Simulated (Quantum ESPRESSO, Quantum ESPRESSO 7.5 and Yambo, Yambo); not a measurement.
# Al2O3 (Corundum): one start, several treatments of the self-energy

Wanted: the gap of Al2O3 (Corundum) under several approximations, with cost.

Method: PBE and many-body steps on it, plane waves, in Quantum ESPRESSO 7.5 and Yambo 5.3.0.

**What was measured.**

- Gap 8.7 eV: optical band gap of host from absorption; optical absorption, quoted from earlier work; bulk crystal (high-purity reference sample) (quoted in “Multi-petahertz electron interference in Cr:Al2O3 solid-state material”, 2018, pmc:5906618).

This is a report of a sequence of runs, with most program output left out.

## 1. Starting point

Symmetry: R-3c, No. 167, trigonal system. The conventional cell has a = 4.760 Å, b = 4.760 Å, c = 12.996 Å, α = 90.00°, β = 90.00°, γ = 120.00°. Al has 6 O at 1.85 to 1.97 Å nearest. Nearest to O lie 4 Al at 1.85 to 1.97 Å. Farther neighbours and most contacts between anions are not listed.

The cell and positions come from the Crystallography Open Database and are kept as given unless a step says otherwise.

## 2. Empty states on the mesh, 4×4×4 mesh, 378 bands

This step: Quantum ESPRESSO 7.5; DFT, PBE, plane waves, norm-conserving pseudopotentials.

The sums over transitions need many empty states on a uniform mesh; this step solves for them.

Input file pw.in:

```
&control
  calculation = 'nscf'
  prefix = 'x'
  outdir = 'o'
  pseudo_dir = 'pseudo'
/
&system
  ibrav = 0
  nat = 10
  ntyp = 2
  ecutwfc = 72.0
  nbnd = 378
  force_symmorphic = .true.
/
&electrons
  conv_thr = 1e-9
  electron_maxstep = 80
  diago_full_acc = .true.
  diago_thr_init = 5e-6
/
ATOMIC_SPECIES
  Al 26.982 Al.upf
  O 15.999 O.upf
CELL_PARAMETERS angstrom
  2.3802500000 1.3742379782 4.3318666667
  -2.3802500000 1.3742379782 4.3318666667
  -0.0000000000 -2.7484759565 4.3318666667
ATOMIC_POSITIONS crystal
  Al 0.3521600000 0.3521600000 0.3521600000
  Al 0.1478400000 0.1478400000 0.1478400000
  Al 0.6478400000 0.6478400000 0.6478400000
  Al 0.8521600000 0.8521600000 0.8521600000
  O 0.5566800000 0.9433200000 0.2500000000
  O 0.2500000000 0.5566800000 0.9433200000
  O 0.9433200000 0.2500000000 0.5566800000
  O 0.4433200000 0.0566800000 0.7500000000
  O 0.7500000000 0.4433200000 0.0566800000
  O 0.0566800000 0.7500000000 0.4433200000
K_POINTS automatic
  4 4 4 0 0 0
```

The run is started by

```console
$ OMP_NUM_THREADS=1 mpirun -n 4 pw.x -nk 4 -in pw.in > pw.out
```

Wall time 3.1 min (4 MPI ranks of Arm Neoverse V1, shared host); peak memory 1.1 GiB.

Numbers from this step:

```yaml
gap: 6.266 eV
k_of_the_valence_top: 0, 0, 0
k_of_the_conduction_bottom: 0, 0, 0
least_direct_gap: 6.266 eV
k_points_computed: 14
lowest_point_of_the_top_converged_band_above_the_valence_top: 137.0693 eV
```

On this mesh the gap is 6.266 eV.

The density comes from a self-consistent run that is not shown.

## 3. Conversion and set-up

This step: Yambo 5.3.0; conversion and set-up on PBE, plane waves, norm-conserving pseudopotentials.

The states are converted to the many-body program's format and the q mesh is built.

The run is started by

```console
$ (cd o/x.save; p2y > p2y.log; mv SAVE ../..); yambo > setup.log
```

Elapsed: 3 s, on 1 MPI rank; peak memory 0.25 GiB.

## 4. G0W0, Godby-Needs plasmon pole

Now the one-shot GW correction: screening in the RPA, then the self-energy of the levels asked for.

This step: G0W0 on PBE, plane waves, norm-conserving pseudopotentials.

Input file gw2.in:

```
HF_and_locXC
gw0
dyson
ppa
em1d
rim_cut
RandQpts= 1000000
RandGvec= 1 RL
EXXRLvcs= 72 Ry
VXCRLvcs= 288 Ry
Chimod= "HARTREE"
% BndsRnXp
 1 | 168 |
%
NGsBlkXp= 10 Ry
% LongDrXp
 1 | 1 | 1 |
%
% GbndRnge
 1 | 168 |
%
DysSolver= "n"
ExtendOut
PPAPntXp= 27.21138 eV
% QPkrange
 1 | 1 | 23 | 26 |
%
```

The run is started by

```console
$ OMP_NUM_THREADS=1 mpirun -n 4 yambo -F gw2.in -J gw2 -C gw2 > gw2.log
```

Elapsed: 8.5 min, on 4 MPI ranks; peak memory 3.2 GiB.

Numbers from this step:

```yaml
g0w0_gap_on_the_points_computed: 8.455 eV
starting_gap_on_the_mesh: 6.266 eV
k_of_the_valence_top: 0, 0, 0
k_of_the_conduction_bottom: 0, 0, 0
least_direct_g0w0_gap_on_the_computed_points: 8.455 eV
z_at_the_valence_top: 0.8182
z_at_the_conduction_bottom: 0.8537
```

The gap on the mesh goes from 6.27 eV to 8.45 eV, a correction of +2.19 eV.

## 5. One-shot COHSEX

This step: one-shot COHSEX on PBE, plane waves, norm-conserving pseudopotentials.

Input file gw4.in:

```
HF_and_locXC
gw0
dyson
cohsex
em1s
rim_cut
RandQpts= 1000000
RandGvec= 1 RL
EXXRLvcs= 72 Ry
VXCRLvcs= 288 Ry
Chimod= "HARTREE"
% BndsRnXs
 1 | 168 |
%
NGsBlkXs= 10 Ry
% LongDrXs
 1 | 1 | 1 |
%
% GbndRnge
 1 | 168 |
%
DysSolver= "n"
ExtendOut
% QPkrange
 1 | 1 | 23 | 26 |
%
```

The run is started by

```console
$ OMP_NUM_THREADS=1 mpirun -n 4 yambo -F gw4.in -J gw4 -C gw4 > gw4.log
```

The job ended after 7.1 min (4 MPI ranks; peak memory 3.2 GiB; 28 min of CPU time).

Numbers from this step:

```yaml
quasiparticle_gap_on_the_points_computed: 9.839 eV
starting_gap_on_the_mesh: 6.266 eV
k_of_the_valence_top: 0, 0, 0
k_of_the_conduction_bottom: 0, 0, 0
least_direct_quasiparticle_gap_on_the_computed_points: 9.839 eV
z_at_the_valence_top: 1
z_at_the_conduction_bottom: 1
```

Against G0W0 in Yambo (4×4×4 mesh, 168 bands, screening to 136.1 eV, Godby-Needs plasmon pole), the gap moves by +1.384 eV.

## 6. One-shot Hartree-Fock

This step: one-shot Hartree-Fock on PBE, plane waves, norm-conserving pseudopotentials.

Input file gw5.in:

```
HF_and_locXC
rim_cut
RandQpts= 1000000
RandGvec= 1 RL
EXXRLvcs= 72 Ry
VXCRLvcs= 288 Ry
% QPkrange
 1 | 1 | 23 | 26 |
%
```

The run is started by

```console
$ OMP_NUM_THREADS=1 mpirun -n 4 yambo -F gw5.in -J gw5 -C gw5 > gw5.log
```

Run time: 12 s. Hardware: 4 MPI ranks; peak memory 3.1 GiB.

Numbers from this step:

```
quasiparticle gap on the mesh                         : 16.56 eV
starting gap on the mesh                              : 6.266 eV
k of the valence top                                  : 0, 0, 0
k of the conduction bottom                            : 0, 0, 0
least direct quasiparticle gap on the computed points : 16.56 eV
```

Against G0W0 in Yambo (4×4×4 mesh, 168 bands, screening to 136.1 eV, Godby-Needs plasmon pole), the gap moves by +8.105 eV.

## 7. Side by side

Times are wall times on 4 MPI ranks of Arm Neoverse V1, shared host, good to a factor of about two.

```
                           run   mesh  bands  screening cutoff (eV)  DFT gap (eV)  gap on the mesh (eV)  direct (eV)     time
G0W0, Godby-Needs plasmon pole  4×4×4    168                  136.1         6.266                 8.455        8.455  8.5 min
               one-shot COHSEX  4×4×4    168                  136.1         6.266                 9.839        9.839  7.1 min
         one-shot Hartree-Fock  4×4×4      -                      -         6.266                16.560       16.560     12 s
```

## 8. Results

- G0W0, Godby-Needs plasmon pole: 8.455 eV
- one-shot COHSEX: 9.839 eV
- one-shot Hartree-Fock: 16.560 eV
- known limits: not at the basis limit

What this shows: One-shot COHSEX: +1.384 eV against G0W0, Godby-Needs plasmon pole. One-shot Hartree-Fock: +8.105 eV against G0W0, Godby-Needs plasmon pole. Bare exchange alone opens the gap to 16.56 eV; against G0W0, correlation takes back 8.11 eV. Static COHSEX lies above G0W0: it lacks the factor Z and overstates the Coulomb hole of the filled states. Against experiment, by G0W0, Godby-Needs plasmon pole: the gap of 8.45 eV lies −0.25 eV from the measured 8.7 eV (optical, quoted 2018). An exciton line or allowed optical edge lies below the quasiparticle gap by the binding energy; a forbidden edge can push the onset above it. These are gaps on the mesh, at modest bands and cutoff. The calculation has static nuclei and no excitons; a measured gap holds zero-point and thermal motion, which mostly lowers it. Bands and cutoff are finite, so the gap is not at the basis limit. The miss can reach some tenths of an eV and take either sign; the mesh is an error of its own.

[Paths, hosts, dates, memory and timing lines, banners, echoed tables and standing remarks are left out of the program output.]

[Logs are printed without paths, hosts, clocks, repeated set-up lines and the standing remarks that a program may print on its own settings, such as how far it seeks lower states.]

[Runs of the session that timed out or met a known fault of the program may be left out.]

[Hosts, paths, dates, database ids (printed as entryN), source tags and the programs' standing remarks are cut or masked in the printed files.]
